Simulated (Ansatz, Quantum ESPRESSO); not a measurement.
# Co(0001) under a row of overlayers, part 5 of 7

Which overlayers raise and which lower the work function of Co(0001), and does electronegativity predict it?

Quantum ESPRESSO 7.5; plane-wave DFT, PBE, GBRV ultrasoft pseudopotentials; geometry by Ansatz 0.2.0 with PAW datasets.

So far. Step 6 (Self-consistent run, Li overlayer): The message: “c_bands (1): too many bands are not converged”. The message is a late symptom: the SCF loop had diverged, with an estimated accuracy of 3.61e+04 Ry in its last cycle. Step 7 (Relaxation with Ansatz, Mg overlayer): The relaxation lowers the energy by 4 meV an atom. Held were the atoms numbered 1 and 2; the forces quoted are those on the free ones.

## Step 8: Self-consistent run, Mg overlayer (continued)

Electrostatic potential energy of an electron; zero at the Fermi level. The potential energy, planar mean by z:

z (Å), potential energy, planar mean (eV) and a bar from the least value:
```
    -12.5        5.0 ##############################
    -12.0        5.0 ##############################
    -11.5        5.0 ##############################
    -11.0        5.0 ##############################
    -10.5        5.0 ##############################
    -10.0        5.0 ##############################
     -9.5        5.0 ##############################
     -9.0        5.0 ##############################
     -8.5        5.0 ##############################
     -8.0        5.0 ##############################
     -7.5        5.0 ##############################
     -7.0        5.0 ##############################
     -6.5        4.8 ##############################
     -6.0        4.5 ##############################
     -5.5        3.3 ############################
     -5.0       -1.0 ########################
     -4.5      -17.6 ########
     -4.0      -23.7 ##
     -3.5       -4.3 #####################
     -3.0       -1.4 ########################
     -2.5      -16.2 #########
     -2.0      -24.7 #
     -1.5       -5.4 ####################
     -1.0       -1.2 ########################
     -0.5      -14.4 ###########
      0.0      -25.7 
      0.5       -6.5 ###################
      1.0       -1.7 #######################
      1.5      -16.0 #########
      2.0      -24.8 #
      2.5       -5.4 ####################
      3.0        0.0 #########################
      3.5       -4.8 ####################
      4.0      -17.1 ########
      4.5      -13.6 ############
      5.0       -2.8 ######################
      5.5        1.7 ###########################
      6.0        3.4 ############################
      6.5        3.9 #############################
      7.0        4.1 #############################
      7.5        4.1 #############################
      8.0        4.1 #############################
      8.5        4.1 #############################
      9.0        4.2 #############################
      9.5        4.2 #############################
     10.0        4.2 #############################
     10.5        4.2 #############################
     11.0        4.2 #############################
     11.5        4.2 #############################
     12.0        4.2 #############################
```

The covered face stands at 4.15 eV against 4.97 eV when clean.

Inside the slab this potential holds the local part of the pseudopotentials, which can be repulsive at the nuclei; only its value in the vacuum has a meaning of its own.

## Step 9: Projections on atomic orbitals, Mg overlayer

Contents of Mg.pdos.in:

```
&projwfc
  prefix = 'Mg.esm'
  outdir = './out'
  filpdos = 'Mg.pdos'
  Emin = -12.572
  Emax = -0.572
  DeltaE = 0.1
  ngauss = 0
  degauss = 0.01
/
```

On the command line:

```
> OMP_NUM_THREADS=1 mpirun -n 4 projwfc.x -in Mg.pdos.in > Mg.pdos.out
```

Numbers of over 12 decimals in the logs are rounded to 6 here.

The log of the run:

```text
[banner, memory and clock lines left out]
Program PROJWFC v.7.5 starts

          URL

     ./out/Mg.esm.save/

     IMPORTANT: XC functional enforced from input :
     Exchange-correlation= PBE
                           (   1   4   3   4   0   0   0)
     Any further DFT definition will be discarded
     Please, verify this is what you really want

     Check: negative core charge=   -0.000026

     negative rho (up, down):  2.702E-05 1.634E-05

     Gaussian broadening (read from input): ngauss,degauss=   0    0.010000

     Calling projwave ....
     one sub-group per band group will be used

     linear algebra parallelized on   4 procs

  Problem Sizes
  natomwfc =           57
  nx       =           29
  nbnd     =           47
  nkstot   =           38
  npwx     =         1028
  nkb      =           91

     Atomic states used for projection
     (read from pseudopotential files):

     state #   1: atom   1 (Co ), wfc  1 (l=0 m= 1)
     state #   2: atom   1 (Co ), wfc  2 (l=1 m= 1)
     state #   3: atom   1 (Co ), wfc  2 (l=1 m= 2)
     state #   4: atom   1 (Co ), wfc  2 (l=1 m= 3)
     state #   5: atom   1 (Co ), wfc  3 (l=2 m= 1)
     state #   6: atom   1 (Co ), wfc  3 (l=2 m= 2)
     state #   7: atom   1 (Co ), wfc  3 (l=2 m= 3)
     state #   8: atom   1 (Co ), wfc  3 (l=2 m= 4)
     state #   9: atom   1 (Co ), wfc  3 (l=2 m= 5)
     state #  10: atom   1 (Co ), wfc  4 (l=0 m= 1)
     state #  11: atom   1 (Co ), wfc  5 (l=1 m= 1)
     state #  12: atom   1 (Co ), wfc  5 (l=1 m= 2)
     state #  13: atom   1 (Co ), wfc  5 (l=1 m= 3)
     state #  14: atom   2 (Co ), wfc  1 (l=0 m= 1)
     state #  15: atom   2 (Co ), wfc  2 (l=1 m= 1)
     state #  16: atom   2 (Co ), wfc  2 (l=1 m= 2)
     state #  17: atom   2 (Co ), wfc  2 (l=1 m= 3)
     state #  18: atom   2 (Co ), wfc  3 (l=2 m= 1)
     state #  19: atom   2 (Co ), wfc  3 (l=2 m= 2)
     state #  20: atom   2 (Co ), wfc  3 (l=2 m= 3)
     state #  21: atom   2 (Co ), wfc  3 (l=2 m= 4)
     state #  22: atom   2 (Co ), wfc  3 (l=2 m= 5)
     state #  23: atom   2 (Co ), wfc  4 (l=0 m= 1)
     state #  24: atom   2 (Co ), wfc  5 (l=1 m= 1)
     state #  25: atom   2 (Co ), wfc  5 (l=1 m= 2)
     state #  26: atom   2 (Co ), wfc  5 (l=1 m= 3)
     state #  27: atom   3 (Co ), wfc  1 (l=0 m= 1)
     state #  28: atom   3 (Co ), wfc  2 (l=1 m= 1)
     state #  29: atom   3 (Co ), wfc  2 (l=1 m= 2)
     state #  30: atom   3 (Co ), wfc  2 (l=1 m= 3)
     state #  31: atom   3 (Co ), wfc  3 (l=2 m= 1)
     state #  32: atom   3 (Co ), wfc  3 (l=2 m= 2)
     state #  33: atom   3 (Co ), wfc  3 (l=2 m= 3)
     state #  34: atom   3 (Co ), wfc  3 (l=2 m= 4)
     state #  35: atom   3 (Co ), wfc  3 (l=2 m= 5)
     state #  36: atom   3 (Co ), wfc  4 (l=0 m= 1)
     state #  37: atom   3 (Co ), wfc  5 (l=1 m= 1)
     state #  38: atom   3 (Co ), wfc  5 (l=1 m= 2)
     state #  39: atom   3 (Co ), wfc  5 (l=1 m= 3)
     state #  40: atom   4 (Co ), wfc  1 (l=0 m= 1)
     state #  41: atom   4 (Co ), wfc  2 (l=1 m= 1)
     state #  42: atom   4 (Co ), wfc  2 (l=1 m= 2)
     state #  43: atom   4 (Co ), wfc  2 (l=1 m= 3)
     state #  44: atom   4 (Co ), wfc  3 (l=2 m= 1)
     state #  45: atom   4 (Co ), wfc  3 (l=2 m= 2)
     state #  46: atom   4 (Co ), wfc  3 (l=2 m= 3)
     state #  47: atom   4 (Co ), wfc  3 (l=2 m= 4)
     state #  48: atom   4 (Co ), wfc  3 (l=2 m= 5)
     state #  49: atom   4 (Co ), wfc  4 (l=0 m= 1)
     state #  50: atom   4 (Co ), wfc  5 (l=1 m= 1)
     state #  51: atom   4 (Co ), wfc  5 (l=1 m= 2)
     state #  52: atom   4 (Co ), wfc  5 (l=1 m= 3)
     state #  53: atom   5 (Mg ), wfc  1 (l=0 m= 1)
     state #  54: atom   5 (Mg ), wfc  2 (l=1 m= 1)
     state #  55: atom   5 (Mg ), wfc  2 (l=1 m= 2)
     state #  56: atom   5 (Mg ), wfc  2 (l=1 m= 3)
     state #  57: atom   5 (Mg ), wfc  3 (l=0 m= 1)

[... projections of each state ...]
Lowdin Charges:

     Atom #   1: total charge =  16.9480, s =  2.4205, p =  6.9880, d =  7.5396,
                 spin up      =   9.3668, s =  1.2021,
                 spin up      =   9.3668, p =  3.4386, pz=  1.1110, px=  1.1638, py=  1.1638,
                 spin up      =   9.3668, d =  4.7261, dz2=  0.9566, dxz=  0.9555, dyz=  0.9555, dx2-y2=  0.9293, dxy=  0.9293,
                 spin down    =   7.5812, s =  1.2184,
                 spin down    =   7.5812, p =  3.5494, pz=  1.1485, px=  1.2005, py=  1.2005,
                 spin down    =   7.5812, d =  2.8135, dz2=  0.5020, dxz=  0.5705, dyz=  0.5705, dx2-y2=  0.5852, dxy=  0.5852,
                 polarization =   1.7856, s = -0.0163, p = -0.1108, d =  1.9127,
     Atom #   2: total charge =  17.0042, s =  2.3565, p =  7.1206, d =  7.5270,
                 spin up      =   9.3579, s =  1.1679,
                 spin up      =   9.3579, p =  3.5052, pz=  1.1701, px=  1.1676, py=  1.1676,
                 spin up      =   9.3579, d =  4.6847, dz2=  0.9239, dxz=  0.9435, dyz=  0.9435, dx2-y2=  0.9369, dxy=  0.9369,
                 spin down    =   7.6463, s =  1.1887,
                 spin down    =   7.6463, p =  3.6154, pz=  1.2078, px=  1.2038, py=  1.2038,
                 spin down    =   7.6463, d =  2.8423, dz2=  0.5900, dxz=  0.5543, dyz=  0.5543, dx2-y2=  0.5719, dxy=  0.5719,
                 polarization =   1.7115, s = -0.0208, p = -0.1101, d =  1.8425,
     Atom #   3: total charge =  17.0066, s =  2.3524, p =  7.1286, d =  7.5256,
                 spin up      =   9.3401, s =  1.1668,
                 spin up      =   9.3401, p =  3.5145, pz=  1.1759, px=  1.1693, py=  1.1693,
                 spin up      =   9.3401, d =  4.6589, dz2=  0.9250, dxz=  0.9341, dyz=  0.9341, dx2-y2=  0.9328, dxy=  0.9328,
                 spin down    =   7.6665, s =  1.1856,
                 spin down    =   7.6665, p =  3.6142, pz=  1.2111, px=  1.2015, py=  1.2015,
                 spin down    =   7.6665, d =  2.8667, dz2=  0.5916, dxz=  0.5570, dyz=  0.5570, dx2-y2=  0.5806, dxy=  0.5806,
                 polarization =   1.6736, s = -0.0188, p = -0.0997, d =  1.7922,
     Atom #   4: total charge =  17.5447, s =  2.4477, p =  7.4624, d =  7.6346,
                 spin up      =   9.5258, s =  1.2162,
                 spin up      =   9.5258, p =  3.6724, pz=  1.2746, px=  1.1989, py=  1.1989,
                 spin up      =   9.5258, d =  4.6372, dz2=  0.9141, dxz=  0.9402, dyz=  0.9402, dx2-y2=  0.9214, dxy=  0.9214,
                 spin down    =   8.0189, s =  1.2315,
                 spin down    =   8.0189, p =  3.7900, pz=  1.3175, px=  1.2363, py=  1.2363,
                 spin down    =   8.0189, d =  2.9974, dz2=  0.6580, dxz=  0.5914, dyz=  0.5914, dx2-y2=  0.5783, dxy=  0.5783,
                 polarization =   1.5069, s = -0.0153, p = -0.1176, d =  1.6398,
     Atom #   5: total charge =   9.1587, s =  3.1618, p =  5.9969, d =  0.0000,
                 spin up      =   4.5835, s =  1.5851,
                 spin up      =   4.5835, p =  2.9984, pz=  0.9991, px=  0.9996, py=  0.9996,
                 spin up      =   4.5835, d =  0.0000, dz2=  0.0000, dxz=  0.0000, dyz=  0.0000, dx2-y2=  0.0000, dxy=  0.0000,
                 spin down    =   4.5751, s =  1.5766,
                 spin down    =   4.5751, p =  2.9985, pz=  0.9992, px=  0.9997, py=  0.9997,
                 spin down    =   4.5751, d =  0.0000, dz2=  0.0000, dxz=  0.0000, dyz=  0.0000, dx2-y2=  0.0000, dxy=  0.0000,
                 polarization =   0.0084, s =  0.0085, p = -0.0001, d =  0.0000,
     Spilling Parameter:   0.0043

Note: The following floating-point exceptions are signalling: IEEE_DIVIDE_BY_ZERO IEEE_UNDERFLOW_FLAG
Note: The following floating-point exceptions are signalling: IEEE_DIVIDE_BY_ZERO IEEE_UNDERFLOW_FLAG
Note: The following floating-point exceptions are signalling: IEEE_DIVIDE_BY_ZERO IEEE_UNDERFLOW_FLAG
Note: The following floating-point exceptions are signalling: IEEE_DIVIDE_BY_ZERO IEEE_UNDERFLOW_FLAG
```

Elapsed: 1.9 s, on 4 MPI ranks of Arm Neoverse V1, shared host; peak memory 0.1 GiB.

Read from the output:

* spilling of the projection: 0.0043

Projected DOS an atom, spin up over height of the atomic layer and energy from the Fermi level. Columns are the atomic layers from the bottom up.

Values in states/eV, 22 rows by 5 columns, each cell a mean:
```
0.24 0.21 0.20 0.27 0.06
0.12 0.12 0.12 0.20 0.04
0.16 0.09 0.10 0.16 0.05
0.22 0.21 0.25 0.43 0.15
0.28 0.35 0.44 0.53 0.06
1.25 1.73 1.80 1.41 0.11
1.55 1.28 1.04 1.29 0.09
1.58 0.98 0.86 1.32 0.11
1.71 1.29 1.36 1.75 0.11
1.91 1.39 1.55 1.64 0.08
1.05 1.03 0.96 1.01 0.06
0.93 1.02 0.87 0.76 0.03
0.72 0.87 0.95 0.97 0.09
0.63 0.97 0.92 0.67 0.08
0.33 0.66 0.70 0.49 0.10
0.19 0.32 0.33 0.25 0.10
0.06 0.08 0.08 0.08 0.04
0.08 0.13 0.14 0.14 0.07
0.05 0.06 0.05 0.06 0.05
0.04 0.08 0.08 0.09 0.05
0.02 0.04 0.04 0.04 0.03
0.02 0.05 0.06 0.05 0.02
```
Columns: height of the atomic layer (Å) from -4.17 to 4.17 (not evenly spaced); rows upwards: energy from the Fermi level (eV) from -8.00 to 1.30.

Projected DOS an atom, spin dn over height of the atomic layer and energy from the Fermi level. Columns are the atomic layers from the bottom up.

Ten even steps from '_' (0.02 states/eV) to '@' (1.74 states/eV), each cell a mean:
```
##@@@@**__
##**++**__
##====++__
++====++__
%%****##__
@@**##%%__
++++==**__
::--==++__
==++==--__
::------__
::====--__
..::::::__
__..::..__
__..__..__
__________
__________
__________
__________
__________
__________
__________
__________
```
Columns: height of the atomic layer (Å) from -4.17 to 4.17 (not evenly spaced); rows upwards: energy from the Fermi level (eV) from -8.00 to 1.30.

The atomic orbitals miss 0.4 % of the occupied states; for empty states the projections can miss much more.

## Step 10: Relaxation with Ansatz, Al overlayer

Level of this step: plane-wave DFT, PBE, Ansatz PAW (Ansatz 0.2.0).

System of this step: Co(0001), 4 layers, one monolayer of Al on fcc sites. The cell holds 5 atoms: 4 Co and 1 Al. Its edges and angles: a = 2.510 Å, b = 2.510 Å, c = 25.107 Å, α = 90.0°, β = 90.0°, γ = 60.0°. It derives from Co. Vacuum lies along c.

Contents of input.yaml:

```yaml
crystal:
  lattice:
    - [2.51, 0.0, 0.0]
    - [1.255, 2.1737237635, 0.0]
    - [0.0, 0.0, 25.10683]
  atoms:
    - { symbol: Co, position: [0.6666666667, 0.6666666667, 0.3305873342], spin: 1.7 }
    - { symbol: Co, position: [0.0, 0.0, 0.411665272], spin: 1.7 }
    - { symbol: Co, position: [0.6666666667, 0.6666666667, 0.4927432097], spin: 1.7 }
    - { symbol: Co, position: [0.0, 0.0, 0.5738211475], spin: 1.7 }
    - { symbol: Al, position: [0.3333333333, 0.3333333333, 0.6534893754] }
magnetization:
  spin_polarized: true
kpoints:
  mp_grid: { grid: [12, 12, 1] }
hamiltonian:
  xc: pbe
scf:
  occupations: { method: fermi_dirac, width: 0.1 }
  convergence: { dr2_threshold: 1.0e-08 }
efield:
  axis: 3
  dipole_correction: true
  ramp_position: 0.97
  ramp_width: 0.04
relax:
  f_tol: 0.01
  constraints: [{ sites: [0, 1] }]
output:
  write_potential: true
  write_density: true
  volumetric_format: npy
```

On the command line:

```
> ansatz run input.yaml --threads 4 --pin off --max-ram 8192MiB --backend cpu --events-out ev --progress --plain --runs-dir out
```

The log of the run:

```text
[...]
Crystal: 5 atoms, lattice volume = 136.984 Å³
Basis set: ecut = 420 eV, 2681 PW (Γ), exchange–correlation on 36×36×360 points (8 copies of the dense FFT grid, shifted against one another)
Bands: 47, of which v1, the nominal top of the filled ones, is band 36 counted from 1 (35 counted from 0)
[...]
F+E_penalty+E_count = -21041.05446639 eV   max|allowed force component| = 2.440e-4 eV/Å
  atoms:
    - { symbol: Co, position: [0.666667, 0.666667, 0.3305873342] }
[...]
- { symbol: Co, position: [0.666667, 0.666667, 0.492548] }
[...]
- { symbol: Al, position: [0.333333, 0.333333, 0.655374] }
[key lines of the parts left out:]
SCF converged after 14 iterations
Magnetization: 6.5777 μB (38.7888 up, 32.2112 down)
Free energy (F): -21041.054466 eV
Fermi energy:    4.320963 eV
Dipole field:    D = 0.035467 V/Å  (p = 0.026849 e·Å, saw-weighted, corrected)
Work function:   Φ+ = 4.1022 eV   Φ− = 4.9926 eV
```

Run time: 53 s. Hardware: 4 threads; peak memory 0.56 GiB; 3.4 min of CPU time.

Step by step:

```tsv
step	energy less that of the first step (eV)	largest force component (eV/Å)
1	0.0000	0.7754
2	-0.0198	0.4827
3	-0.0333	0.0246
4	-0.0333	0.0289
5	-0.0334	0.0002
```

Relaxation step 4 was tried and not accepted.

Forces are held to the 6 operations that the run works with; a distortion that breaks them can't arise in this run.

The atoms that moved most (Å):

```tsv
atom	dx	dy	dz	length
Co4	0.000	0.000	-0.059	0.059
Al5	0.000	0.000	0.047	0.047
```

Final coordinates:

```xyz
5
Lattice="2.5100 0.0000 0.0000 1.2550 2.1737 0.0000 0.0000 0.0000 25.1068" Properties=species:S:1:pos:R:3
Co    2.5100    1.4491    8.3000
Co    0.0000    0.0000   10.3356
Co    2.5100    1.4491   12.3663
Co    0.0000    0.0000   14.3474
Al    1.2550    0.7246   16.4544
```

The relaxation lowers the energy by 7 meV an atom. Held were the atoms numbered 1 and 2; the forces quoted are those on the free ones.

Numbers from this step:

```
free energy                     : -21041.0545 eV
energy at zero smearing         : -21040.9718 eV
smearing term TS                : 0.1653 eV
Fermi energy                    : 4.321 eV
magnetization                   : 6.578 μB
absolute magnetization          : 7.196 μB
site moments                    : 1.850, 1.773, 1.732, 1.430, 0.01386 μB
work function of the upper face : 4.102 eV
work function of the lower face : 4.993 eV
dipole along the normal         : 0.02685 e·Å
```

(Continued in part 6 of 7.)

[Logs are printed without paths, hosts, clocks, repeated set-up lines and the standing remarks that a program may print on its own settings, such as how far it seeks lower states.]

[Hosts, paths, dates, database ids (printed as entryN), source tags and the programs' standing remarks are cut or masked in the printed files.]

[Maps of the electrostatic potential energy from Ansatz leave out the sawtooth potential of an applied field or a dipole correction, so their vacuum need not be flat; planar profiles and work functions include it.]
